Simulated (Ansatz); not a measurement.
An input for Ansatz 0.2.0 (Cd5HgTe6 (zincblende [001] superlattice)):

```yaml
crystal:
  lattice:
    - [4.5391567049, 0.0, 0.0]
    - [0.0, 4.539180888, 0.0]
    - [0.0, 0.0, 19.2049297626]
  atoms:
    - { symbol: Cd, position: [0.0, 0.0, 0.0418428906] }
    - { symbol: Te, position: [0.5, 0.0, 0.1251124843] }
    - { symbol: Cd, position: [0.5, 0.5, 0.2083540963] }
    - { symbol: Te, position: [0.0, 0.5, 0.2915825446] }
    - { symbol: Cd, position: [0.0, 0.0, 0.3748034052] }
    - { symbol: Te, position: [0.5, 0.0, 0.4580235604] }
    - { symbol: Cd, position: [0.5, 0.5, 0.541246708] }
    - { symbol: Te, position: [0.0, 0.5, 0.6244810746] }
    - { symbol: Cd, position: [0.0, 0.0, 0.7077387747] }
    - { symbol: Te, position: [0.5, 0.0, 0.7907620332] }
    - { symbol: Hg, position: [0.5, 0.5, 0.8747767848] }
    - { symbol: Te, position: [0.0, 0.5, 0.9588043292] }
kpoints:
  mp_grid: { grid: [4, 4, 2] }
hamiltonian:
  xc: lda
  pseudopotentials: { kind: paw, azcp: { folder: soft_1 }, xc_functional: pbe }
scf:
  occupations: { method: fixed }
gw:
  n_empty_bands: 1650
  ecut_chi: 150.0
  qp_bands: [v4, c4]
  qp_kpoints: band_edges
  screening: { model: contour_deformation }
```

```sh
ansatz run input.yaml --threads 3 --pin off --max-ram 92160MiB --backend cuda --events-out ev --progress --plain --runs-dir out --devices 1 --max-vram 13GiB
```

How long will it take on 1 × NVIDIA H100 80GB HBM3 (shared by 6 runs) with 3 threads of AMD EPYC 7R13 (Zen 3), shared host, and how much memory?

It took 14 min; on shared hardware allow 6.9 min to 28 min. Peak host memory was 13 GiB. The sizes that set the cost: 7729 plane waves a state, 18 irreducible k points, 1758 bands summed, 1675 plane waves in the screening and 10 SCF cycles.

The screening grows as filled bands × empty bands × pairs of k points, times the square of the screening basis for the matrix.

[Paths, hosts, dates, memory and timing lines, banners, echoed tables and standing remarks are left out of the program output.]

[Logs are printed without paths, hosts, clocks, repeated set-up lines and the standing remarks that a program may print on its own settings, such as how far it seeks lower states.]

[Runs of the session that timed out or met a known fault of the program may be left out.]

[Cells called generated may have been cut or substituted from an entry of the Crystallography Open Database or the Materials Project.]

[Hosts, paths, dates, database ids (printed as entryN), source tags and the programs' standing remarks are cut or masked in the printed files.]
